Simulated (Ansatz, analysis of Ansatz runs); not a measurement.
# Migration in Li2CdCl4 (Imma): V_Li hop (4.4 Å), charge −1

Aim: the barrier of one jump in Li2CdCl4 (Imma) at charge −1: V_Li hop (4.4 Å). The model is a cell of 56 host atoms with 1 Li taken out; Li is the atom that moves.

Method: plane-wave PAW DFT, PBEsol; nudged elastic band between two relaxed defect structures at fixed charge in a uniform background, in Ansatz 0.2.0.

## (1) Starting point

The cell holds 55 atoms: 15 Li, 8 Cd and 32 Cl. Its edges and angles: a = 12.949 Å, b = 12.809 Å, c = 10.609 Å, α = 66.4°, β = 65.0°, γ = 48.6°. It derives from Li2CdCl4 (space group Imma). Nearest the centre at fractional (0.624, 0.624, 0.126): Li15 at 2.18 Å, Cl37 at 2.63 Å, Cl43 at 2.68 Å, Cl54 at 2.76 Å, Cl47 at 2.76 Å, Cl33 at 2.76 Å, Cl26 at 2.76 Å, Cd18 at 3.71 Å. The cell carries charge −1.

The cell's shortest repeat is 10.6 Å.

## (2) Relaxation of the start point, charge −1

A barrier is counted from a minimum, so both ends are relaxed first. Small random displacements break the symmetry of the ideal sites, so that the defect can distort if it gains by it. The charge of −1 is set by the electron count, and a uniform background keeps the cell neutral.

Input file qm1.start/input.yaml:

```yaml
crystal:
  lattice:
    - [0.0, 7.62069338, 10.46883164]
    - [7.38023042, 0.0, 10.46883164]
    - [7.38023042, 7.62069338, 0.0]
  atoms:
    - { symbol: Li, position: [0.19605462, 0.44605462, 0.05394538] }
    - { symbol: Li, position: [0.69605462, 0.94605462, 0.55394538] }
    - { symbol: Li, position: [0.94605462, 0.19605462, 0.80394538] }
    - { symbol: Li, position: [0.125, 0.625, 0.625] }
    - { symbol: Li, position: [0.375, 0.875, 0.875] }
    - { symbol: Li, position: [0.625, 0.125, 0.125] }
    - { symbol: Li, position: [0.875, 0.375, 0.375] }
    - { symbol: Li, position: [0.125, 0.125, 0.125] }
    - { symbol: Li, position: [0.375, 0.375, 0.375] }
    - { symbol: Li, position: [0.625, 0.625, 0.625] }
    - { symbol: Li, position: [0.875, 0.875, 0.875] }
    - { symbol: Li, position: [0.05394538, 0.80394538, 0.19605462] }
    - { symbol: Li, position: [0.30394538, 0.05394538, 0.44605462] }
    - { symbol: Li, position: [0.55394538, 0.30394538, 0.69605462] }
    - { symbol: Li, position: [0.80394538, 0.55394538, 0.94605462] }
    - { symbol: Cd, position: [0.0, 0.0, 0.5] }
    - { symbol: Cd, position: [0.25, 0.25, 0.75] }
    - { symbol: Cd, position: [0.5, 0.5, 0.0] }
    - { symbol: Cd, position: [0.75, 0.75, 0.25] }
    - { symbol: Cd, position: [0.0, 0.5, 0.5] }
    - { symbol: Cd, position: [0.25, 0.75, 0.75] }
    - { symbol: Cd, position: [0.5, 0.0, 0.0] }
    - { symbol: Cd, position: [0.75, 0.25, 0.25] }
    - { symbol: Cl, position: [0.13698115, 0.11817834, 0.88182166] }
    - { symbol: Cl, position: [0.38698115, 0.36817834, 0.13182166] }
    - { symbol: Cl, position: [0.63698115, 0.61817834, 0.38182166] }
    - { symbol: Cl, position: [0.88698115, 0.86817834, 0.63182166] }
    - { symbol: Cl, position: [0.24656242, 0.7496538, 0.50343758] }
    - { symbol: Cl, position: [0.49656242, 0.9996538, 0.75343758] }
    - { symbol: Cl, position: [0.74656242, 0.2496538, 0.00343758] }
    - { symbol: Cl, position: [0.99656242, 0.4996538, 0.25343758] }
    - { symbol: Cl, position: [0.11817834, 0.63698115, 0.86301885] }
    - { symbol: Cl, position: [0.36817834, 0.88698115, 0.11301885] }
    - { symbol: Cl, position: [0.61817834, 0.13698115, 0.36301885] }
    - { symbol: Cl, position: [0.86817834, 0.38698115, 0.61301885] }
    - { symbol: Cl, position: [0.2496538, 0.24656242, 0.0003462] }
    - { symbol: Cl, position: [0.4996538, 0.49656242, 0.2503462] }
    - { symbol: Cl, position: [0.7496538, 0.74656242, 0.5003462] }
    - { symbol: Cl, position: [0.9996538, 0.99656242, 0.7503462] }
    - { symbol: Cl, position: [0.0003462, 0.00343758, 0.2496538] }
    - { symbol: Cl, position: [0.2503462, 0.25343758, 0.4996538] }
    - { symbol: Cl, position: [0.5003462, 0.50343758, 0.7496538] }
    - { symbol: Cl, position: [0.7503462, 0.75343758, 0.9996538] }
    - { symbol: Cl, position: [0.13182166, 0.61301885, 0.38698115] }
    - { symbol: Cl, position: [0.38182166, 0.86301885, 0.63698115] }
    - { symbol: Cl, position: [0.63182166, 0.11301885, 0.88698115] }
    - { symbol: Cl, position: [0.88182166, 0.36301885, 0.13698115] }
    - { symbol: Cl, position: [0.00343758, 0.5003462, 0.74656242] }
    - { symbol: Cl, position: [0.25343758, 0.7503462, 0.99656242] }
    - { symbol: Cl, position: [0.50343758, 0.0003462, 0.24656242] }
    - { symbol: Cl, position: [0.75343758, 0.2503462, 0.49656242] }
    - { symbol: Cl, position: [0.11301885, 0.13182166, 0.36817834] }
    - { symbol: Cl, position: [0.36301885, 0.38182166, 0.61817834] }
    - { symbol: Cl, position: [0.61301885, 0.63182166, 0.86817834] }
    - { symbol: Cl, position: [0.86301885, 0.88182166, 0.11817834] }
total_charge: -1
basis:
  ecutwfc: 420
  xc_grid: 2
hamiltonian:
  xc: pbesol
kpoints:
  mp_grid: { grid: [1, 1, 1], shift: [0.25, 0.25, 0.25] }
scf:
  occupations: { method: fixed }
  max_iter: 150
output:
  forces: true
relax:
  f_tol: 0.02
  max_steps: 70
  random_displacement: { amplitude: 0.03, seed: 4935 }
```

Started as:

```bash
> ansatz run input.yaml --threads 4 --pin off --max-ram 14131MiB --backend cpu --events-out ev --progress --plain --runs-dir out
```

The log of the run:

```text
The last accepted step is kept in <dir> (removed where the run ends without a failure and the disk answers)
Engine: ansatz 0.2.0, x86_64-unknown-linux-gnu
Pseudopotentials: kind: paw
Pseudopotential: Li, paw, valence charge 3, recommended cutoff 420 eV (normal), Li.paw.azcp
Pseudopotential: Cd, paw, valence charge 20, recommended cutoff 420 eV (normal), Cd.paw.azcp
Pseudopotential: Cl, paw, valence charge 7, recommended cutoff 420 eV (normal), Cl.paw.azcp
Functional definition: PBEsol
  exchange = pbesol_x
  correlation = pbesol_c
Crystal: 55 atoms, lattice volume = 1177.586 Å³
Basis set: ecut = 420 eV, 23051 PW (Γ), exchange–correlation on 180×180×144 points (8 copies of the dense FFT grid, shifted against one another)
Bands: 270, of which v1, the nominal top of the filled ones, is band 215 counted from 1 (214 counted from 0)
Symmetry: 1 space group operations
k-points: 1
Non-local potential: Li, projectors of the file, l = 0: 3, l = 1: 2, l = 2: 1
Non-local potential: Cd, projectors of the file, l = 0: 3, l = 1: 2, l = 2: 2, l = 3: 1
Non-local potential: Cl, projectors of the file, l = 0: 2, l = 1: 2, l = 2: 2
PAW form: soft (Blöchl's): semilocal exchange-correlation on the pseudo side does not see the compensation charge
PAW frozen core: Cd, regenerated for the run's functional, and the local potential with it (the file was generated under x = pbe(κ = 0.804, μ = 0.219515), c = pbe(β = 0.066725))
PAW frozen core: Cl, regenerated for the run's functional, and the local potential with it (the file was generated under x = pbe(κ = 0.804, μ = 0.219515), c = pbe(β = 0.066725))
PAW one-centre angular grid: Li, 110 points (default); XC on 64 Gauss nodes
PAW one-centre angular grid: Cd, 590 points (default); XC on 64 Gauss nodes
PAW one-centre angular grid: Cl, 110 points (default); XC on 64 Gauss nodes
Initial density: superposition of atomic densities (neutral atoms scaled as one to the charged cell's electrons: chi_scale 0, normalization atom), corrected by the library's trained network
Initial wavefunctions: pseudopotential atomic-orbital guess
Functional: x = pbesol(κ = 0.804, μ = 0.123457), c = pbesol(β = 0.046)
SCF iter   1: F=—  HF=-102540.643149 eV  |F-HF|=—  |Δ(HF+E_count)|=         —  Δρ=9.40e-3  dr2=1.11e0  ethr=1.77e-3  ⟨swp⟩=5.0  Hψ=779  notcnv=0  defer=53
preconditioner: auto → Resta (q_TF=auto, 2.307 Å⁻¹)  ε∞=3.5  [insulator: Δε(μ)=3.750 eV  Ē_g=12.632 eV  n_scr=242 (ndim 8)  ℏωp=19.8 eV  f_vac=0.069  ε∞_Penn≈3.5]
SCF iter   2: F=—  HF=-102540.280860 eV  |F-HF|=—  |Δ(HF+E_count)|=   3.62e-1  Δρ=2.38e-3  dr2=9.53e-2  ethr=2.59e-4  ⟨swp⟩=3.0  Hψ=497  notcnv=0  defer=53
SCF iter   3: F=—  HF=-102540.255953 eV  |F-HF|=—  |Δ(HF+E_count)|=   2.49e-2  Δρ=8.85e-4  dr2=1.24e-2  ethr=2.22e-5  ⟨swp⟩=2.0  Hψ=346  notcnv=0  defer=53
SCF iter   4: F=—  HF=-102540.256358 eV  |F-HF|=—  |Δ(HF+E_count)|=   4.05e-4  Δρ=2.56e-4  dr2=8.71e-4  ethr=2.88e-6  ⟨swp⟩=2.0  Hψ=361  notcnv=0  defer=53
SCF iter   5: F=—  HF=-102540.258476 eV  |F-HF|=—  |Δ(HF+E_count)|=   2.12e-3  Δρ=6.05e-5  dr2=5.49e-5  ethr=2.02e-7  ⟨swp⟩=2.0  Hψ=430  notcnv=0  defer=50
SCF iter   6: F=—  HF=-102540.258577 eV  |F-HF|=—  |Δ(HF+E_count)|=   1.01e-4  Δρ=3.35e-5  dr2=1.12e-5  ethr=2.33e-9  ⟨swp⟩=4.0  Hψ=840  notcnv=0
SCF iter   7: F=-102540.258585 eV  HF=-102540.258583 eV  |F-HF|=1.79e-6  |Δ(HF+E_count)|=   6.44e-6  Δρ=9.93e-6  dr2=1.32e-6  ethr=2.33e-9  ⟨swp⟩=4.0  Hψ=719  notcnv=0
SCF 1 converged in 7 iterations: F = -102540.258585 eV  dr2 = 1.32e-6
  greatest PAW one-centre occupation: 1.000 electrons in one spin orbital (limit 2), on the Cd atom at site 21 (counted from 0), in its partial waves of l = 0
relax step   1: F+E_penalty+E_count = -102540.25858501 eV  Δ(F+E_penalty+E_count) = +0.000e0 eV  max|allowed force component| = 7.698e-1 eV/Å  Δτ_max = 0.0000 Å  (7 SCF iters, dr2 threshold 1.00e-5 eV, accepted)
[... the SCF cycles and remarks between the steps are left out from here to the last step ...]
relax step   2: F+E_penalty+E_count = -102540.52365125 eV  Δ(F+E_penalty+E_count) = -2.651e-1 eV  max|allowed force component| = 2.183e-1 eV/Å  Δτ_max = 0.1496 Å  (5 SCF iters, dr2 threshold 3.70e-5 eV, accepted)
relax step   3: F+E_penalty+E_count = -102540.55648856 eV  Δ(F+E_penalty+E_count) = -3.284e-2 eV  max|allowed force component| = 5.004e-2 eV/Å  Δτ_max = 0.0504 Å  (5 SCF iters, dr2 threshold 2.98e-6 eV, accepted)
relax step   4: F+E_penalty+E_count = -102540.56202495 eV  Δ(F+E_penalty+E_count) = -5.536e-3 eV  max|allowed force component| = 2.148e-2 eV/Å  Δτ_max = 0.0143 Å  (6 SCF iters, accepted)
SCF iter   1: F=—  HF=-102540.563590 eV  |F-HF|=—  |Δ(HF+E_count)|=         —  Δρ=5.48e-4  dr2=3.31e-3  ethr=6.37e-6  ⟨swp⟩=3.0  Hψ=558  notcnv=0  defer=53
SCF iter   2: F=—  HF=-102540.562616 eV  |F-HF|=—  |Δ(HF+E_count)|=   9.74e-4  Δρ=2.15e-4  dr2=4.62e-4  ethr=7.70e-7  ⟨swp⟩=2.0  Hψ=327  notcnv=0  defer=53
SCF iter   3: F=—  HF=-102540.562607 eV  |F-HF|=—  |Δ(HF+E_count)|=   8.85e-6  Δρ=5.35e-5  dr2=3.03e-5  ethr=1.07e-7  ⟨swp⟩=2.0  Hψ=346  notcnv=0  defer=47
SCF iter   4: F=—  HF=-102540.563854 eV  |F-HF|=—  |Δ(HF+E_count)|=   1.25e-3  Δρ=1.00e-5  dr2=1.53e-6  ethr=7.05e-9  ⟨swp⟩=2.0  Hψ=399  notcnv=0  defer=47
SCF iter   5: F=—  HF=-102540.563854 eV  |F-HF|=—  |Δ(HF+E_count)|=   8.06e-8  Δρ=3.46e-6  dr2=1.67e-7  ethr=3.56e-10  ⟨swp⟩=2.0  Hψ=378  notcnv=0  defer=47
SCF iter   6: F=-102540.563854 eV  HF=-102540.563854 eV  |F-HF|=2.71e-9  |Δ(HF+E_count)|=   1.03e-7  Δρ=1.29e-6  dr2=1.86e-8  ethr=2.33e-11  ⟨swp⟩=3.0  Hψ=703  notcnv=0
SCF 5 converged in 6 iterations: F = -102540.563854 eV  dr2 = 1.86e-8
relax step   5: F+E_penalty+E_count = -102540.56385393 eV  Δ(F+E_penalty+E_count) = -1.829e-3 eV  max|allowed force component| = 1.072e-2 eV/Å  Δτ_max = 0.0112 Å  (6 SCF iters, accepted)
SCF converged after 6 iterations
Free energy (F): -102540.563854 eV
Harris-Foulkes:  -102540.563854 eV  (|F-HF|=2.71e-9)
Internal energy: -102540.563854 eV  (E = F + TS)
E sigma→0 (E₀):  -102540.563854 eV
Fermi energy:    2.522625 eV
--- Per-component energies (eV) ---
  E_band       = -6377.817941
  E_kinetic    = 9529.037908
  E_local      = -48847.290413  (includes V_loc(G=0)·N_el)
  E_nonlocal   = 740.617023
  E_hartree    = 21248.426050
  E_xc         = -4958.776594
  E_vxc        = -5865.035286  (∫ρ·V_xc dr)
  E_paw        = -52959.659271  (= ΣΔE_a)
  E_vpaw       = -4431.997434  (= ΣTr[D̂ρ^β])
  E_aug_tail   = 0.003284  (compensation charges beyond the density's cutoff)
  E_ewald      = -27298.167346
  E_core_change = 5.245505  (= ΣΔE_core)
  E_smearing   = -0.000000  (= −TS)
  E_closure    = -0.000000  (closes the sum)
  E_deformation_potential = -10.802585  (in the stress; not in F)
  Σ components = -102540.563854   (vs F -102540.563854, Δ=0.00e0)
--- Forces (eV/Å), atoms counted from 1 ---
  atom   1  Li     0.00791222    -0.00218737     0.00222364
  atom   2  Li     0.00529613     0.00068998    -0.00236401
  [... 12 atoms left out ...]
  atom  15  Li     0.00009548     0.00242046    -0.00333696
  [... 2 atoms left out ...]
  atom  18  Cd     0.00005513     0.00152642     0.00001483
  [... 3 atoms left out ...]
  atom  22  Cd     0.01071748    -0.00534191     0.00414052
  atom  23  Cd     0.00750498    -0.00545081    -0.00919053
  [... 2 atoms left out ...]
  atom  26  Cl    -0.00117158     0.00005184    -0.00096259
  [... 6 atoms left out ...]
  atom  33  Cl    -0.00177393     0.00155703    -0.00274336
  [... 3 atoms left out ...]
  atom  37  Cl    -0.00484448     0.00170608    -0.00114728
  [... 5 atoms left out ...]
  atom  43  Cl    -0.00142923     0.00124987     0.00026959
  [... 3 atoms left out ...]
  atom  47  Cl    -0.00395289     0.00156465     0.00594618
  [... 6 atoms left out ...]
  atom  54  Cl    -0.00282533    -0.00144955     0.00512164
  [... 1 atom left out ...]
  max |Σ_I F_I| component: 5.41e-5 eV/Å
--- Relaxed structure (5 steps of the walk, 5 accepted, 0 SCFs on fresh bases) ---
  F+E_penalty+E_count = -102540.56385393 eV   max|allowed force component| = 1.072e-2 eV/Å
  atoms:
    - { symbol: Li, position: [0.196693, 0.445722, 0.053739] }
    - { symbol: Li, position: [0.696699, 0.946246, 0.553323] }
    [... 12 atoms left out ...]
    - { symbol: Li, position: [0.801137, 0.555004, 0.948965] }
    [... 2 atoms left out ...]
    - { symbol: Cd, position: [0.499569, 0.500902, 0.004552] }
    [... 3 atoms left out ...]
    - { symbol: Cd, position: [0.497203, -0.003452, 0.002808] }
    - { symbol: Cd, position: [0.746317, 0.254796, 0.250213] }
    [... 2 atoms left out ...]
    - { symbol: Cl, position: [0.644543, 0.612753, 0.387543] }
    [... 6 atoms left out ...]
    - { symbol: Cl, position: [0.362670, 0.894720, 0.105404] }
    [... 3 atoms left out ...]
    - { symbol: Cl, position: [0.501539, 0.493040, 0.248648] }
    [... 5 atoms left out ...]
    - { symbol: Cl, position: [0.751499, 0.752718, 0.999507] }
    [... 3 atoms left out ...]
    - { symbol: Cl, position: [0.884265, 0.361724, 0.136316] }
    [... 6 atoms left out ...]
    - { symbol: Cl, position: [0.613911, 0.631572, 0.866256] }
    [... 1 atom left out ...]
```

It took 37 s on 4 threads of Intel Xeon Platinum 8124M at 3.00GHz (Skylake/Cascade Lake), shared host; peak memory 1.9 GiB.

Relaxation path:

```tsv
step	energy less that of the first step (eV)	largest force component (eV/Å)
1	0.0000	0.7698
2	-0.2651	0.2183
3	-0.2979	0.0500
4	-0.3034	0.0215
5	-0.3053	0.0107
```

The atoms that moved most (Å, from the sites as typed, ahead of the random displacement, the mean shift of all atoms taken out):

```tsv
atom	dx	dy	dz	length
Cl33	-0.001	-0.103	0.022	0.105
Cl26	0.000	0.098	0.021	0.101
Li9	-0.011	0.001	0.074	0.075
Li4	0.019	-0.002	0.065	0.067
Cd22	-0.007	-0.003	-0.067	0.067
Cd19	0.001	0.007	-0.066	0.067
Cl24	0.001	-0.055	0.017	0.057
Cl46	0.004	-0.011	-0.052	0.053
```

Neighbours of Li15 at the end:

```tsv
atom	distance (Å)
Cl54	2.361
Cl47	2.362
Cl43	2.400
Cl48	2.451
Cd23	4.164
Cd18	4.169
Cl37	4.172
Cl30	4.232
```

This step gave:

```yaml
free_energy: -102540.5639 eV
r_m_s_move_of_the_farther_half_of_the_atoms: 0.03675 Å
largest_move_from_the_ideal_geometry_of_this_structure_a_common_shift_of_the_far_atoms_taken_out: 0.1067 Å
```

The relaxation gained 0.305 eV and ended with a largest force component of 0.011 eV/Å.

## (3) Relaxation of the end point, charge −1

The end point is relaxed in the same cell and settings, so that the two energies compare. Atoms more than 3.2 Å from the middle of the hop start where the first relaxation left them, the nearer ones on or close to their ideal places, with small random displacements.

Input file qm1.end/input.yaml:

```yaml
crystal:
  lattice:
    - [0.0, 7.62069338, 10.46883164]
    - [7.38023042, 0.0, 10.46883164]
    - [7.38023042, 7.62069338, 0.0]
  atoms:
    - { symbol: Li, position: [0.1966023, 0.44547954, 0.05343082] }
    - { symbol: Li, position: [0.6966081, 0.94600311, 0.55301437] }
[... 4 atom lines left out ...]
    - { symbol: Li, position: [0.87086795, 0.37946195, 0.37636287] }
[... 7 atom lines left out ...]
    - { symbol: Li, position: [0.443876, 0.693876, 1.306124] }
[... 2 atom lines left out ...]
    - { symbol: Cd, position: [0.49947873, 0.5006594, 0.004244] }
    - { symbol: Cd, position: [0.74725591, 0.74616567, 0.25365521] }
[... 2 atom lines left out ...]
    - { symbol: Cd, position: [0.49711209, -0.00369535, 0.00249938] }
    - { symbol: Cd, position: [0.74622613, 0.25455313, 0.24990471] }
[... 2 atom lines left out ...]
    - { symbol: Cl, position: [0.63698115, 0.61817834, 0.38182166] }
[... 6 atom lines left out ...]
    - { symbol: Cl, position: [0.36817834, 0.88698115, 0.11301885] }
[... 3 atom lines left out ...]
    - { symbol: Cl, position: [0.4996538, 0.49656242, 0.2503462] }
[... 5 atom lines left out ...]
    - { symbol: Cl, position: [0.7503462, 0.75343758, 0.9996538] }
[... 3 atom lines left out ...]
    - { symbol: Cl, position: [0.88182166, 0.36301885, 0.13698115] }
[... 6 atom lines left out ...]
    - { symbol: Cl, position: [0.61301885, 0.63182166, 0.86817834] }
    - { symbol: Cl, position: [0.86122083, 0.87855776, 0.12171924] }
total_charge: -1
basis:
  ecutwfc: 420
  xc_grid: 2
hamiltonian:
  xc: pbesol
kpoints:
  mp_grid: { grid: [1, 1, 1], shift: [0.25, 0.25, 0.25] }
scf:
  occupations: { method: fixed }
  max_iter: 150
output:
  forces: true
relax:
  f_tol: 0.02
  max_steps: 70
  random_displacement: { amplitude: 0.01, seed: 4935 }
```

The log of the run:

```text
[...]
Crystal: 55 atoms, lattice volume = 1177.586 Å³
Basis set: ecut = 420 eV, 23051 PW (Γ), exchange–correlation on 180×180×144 points (8 copies of the dense FFT grid, shifted against one another)
Bands: 270, of which v1, the nominal top of the filled ones, is band 215 counted from 1 (214 counted from 0)
Symmetry: 1 space group operations
k-points: 1
[...]
SCF iter   1: F=—  HF=-102540.526416 eV  |F-HF|=—  |Δ(HF+E_count)|=         —  Δρ=9.40e-3  dr2=1.11e0  ethr=1.77e-3  ⟨swp⟩=5.0  Hψ=779  notcnv=0  defer=53
[...]
SCF iter   7: F=-102540.141532 eV  HF=-102540.141532 eV  |F-HF|=3.32e-7  |Δ(HF+E_count)|=   8.16e-6  Δρ=6.09e-6  dr2=7.23e-7  ethr=9.99e-10  ⟨swp⟩=2.0  Hψ=711  notcnv=0
SCF 1 converged in 7 iterations: F = -102540.141532 eV  dr2 = 7.23e-7
[...]
--- Relaxed structure (4 steps of the walk, 4 accepted, 0 SCFs on fresh bases) ---
  F+E_penalty+E_count = -102540.56352021 eV   max|allowed force component| = 1.846e-2 eV/Å
  atoms:
    - { symbol: Li, position: [0.195496, 0.445381, 0.055350] }
    - { symbol: Li, position: [0.694663, 0.946355, 0.554276] }
[...]
- { symbol: Li, position: [0.448678, 0.695044, 1.301337] }
[...]
- { symbol: Cd, position: [0.502323, 0.503327, -0.002924] }
[...]
- { symbol: Cd, position: [0.504141, -0.004978, -0.000142] }
    - { symbol: Cd, position: [0.753492, 0.252421, 0.247408] }
[...]
- { symbol: Cl, position: [0.635671, 0.618442, 0.383844] }
[...]
- { symbol: Cl, position: [0.366130, 0.887968, 0.114117] }
    [... 3 atoms left out ...]
    - { symbol: Cl, position: [0.498811, 0.496954, 0.251104] }
    [... 5 atoms left out ...]
    - { symbol: Cl, position: [0.748815, 0.756794, 1.001841] }
    [... 3 atoms left out ...]
    - { symbol: Cl, position: [0.887022, 0.355428, 0.144766] }
    [... 6 atoms left out ...]
    - { symbol: Cl, position: [0.605222, 0.636879, 0.863383] }
    [... 1 atom left out ...]
[key lines of the parts left out:]
SCF converged after 7 iterations
Free energy (F): -102540.563520 eV
Fermi energy:    2.522799 eV
```

Run time: 35 s. Hardware: 4 threads; peak memory 1.9 GiB.

The steps of the relaxation:

```tsv
step	energy less that of the first step (eV)	largest force component (eV/Å)
1	0.0000	0.6007
2	-0.3881	0.1653
3	-0.4171	0.0429
4	-0.4220	0.0185
```

The atoms that moved most (Å, from the sites as typed, ahead of the random displacement):

```tsv
atom	dx	dy	dz	length
Li4	-0.038	0.001	-0.134	0.139
Cl54	0.001	-0.097	-0.029	0.101
Cl47	0.001	0.098	-0.025	0.101
Li10	0.085	0.052	-0.009	0.100
Li8	0.083	-0.053	-0.014	0.099
Li7	-0.084	-0.002	-0.018	0.086
Li5	-0.082	0.003	-0.018	0.084
Cd19	-0.033	-0.035	0.060	0.077
```

Neighbours of Li15 at the end:

```tsv
atom	distance (Å)
Cl26	2.357
Cl33	2.359
Cl37	2.400
Cl28	2.447
Cd22	4.167
Cd19	4.168
Cl43	4.175
Cl50	4.224
```

This step gave:

* free energy: -102540.5635 eV
* r.m.s. move of the farther half of the atoms: 0.03507 Å
* largest move from the ideal geometry of this structure, a common shift of the far atoms taken out: 0.1017 Å

The relaxation gained 0.422 eV and ended with a largest force component of 0.018 eV/Å. The end lies within 1 meV of the start.

[end of part 1 of 4]

[Long decimals in the printed logs are rounded to 6 places.]

[Repeated set-up lines and some long k-point lines are left out of the logs, and relaxed atomic positions are cut to six decimals.]

[Logs are printed without paths, hosts, clocks, repeated set-up lines and the standing remarks that a program may print on its own settings, such as how far it seeks lower states.]

[Hosts, paths, dates, database ids (printed as entryN), source tags and the programs' standing remarks are cut or masked in the printed files.]
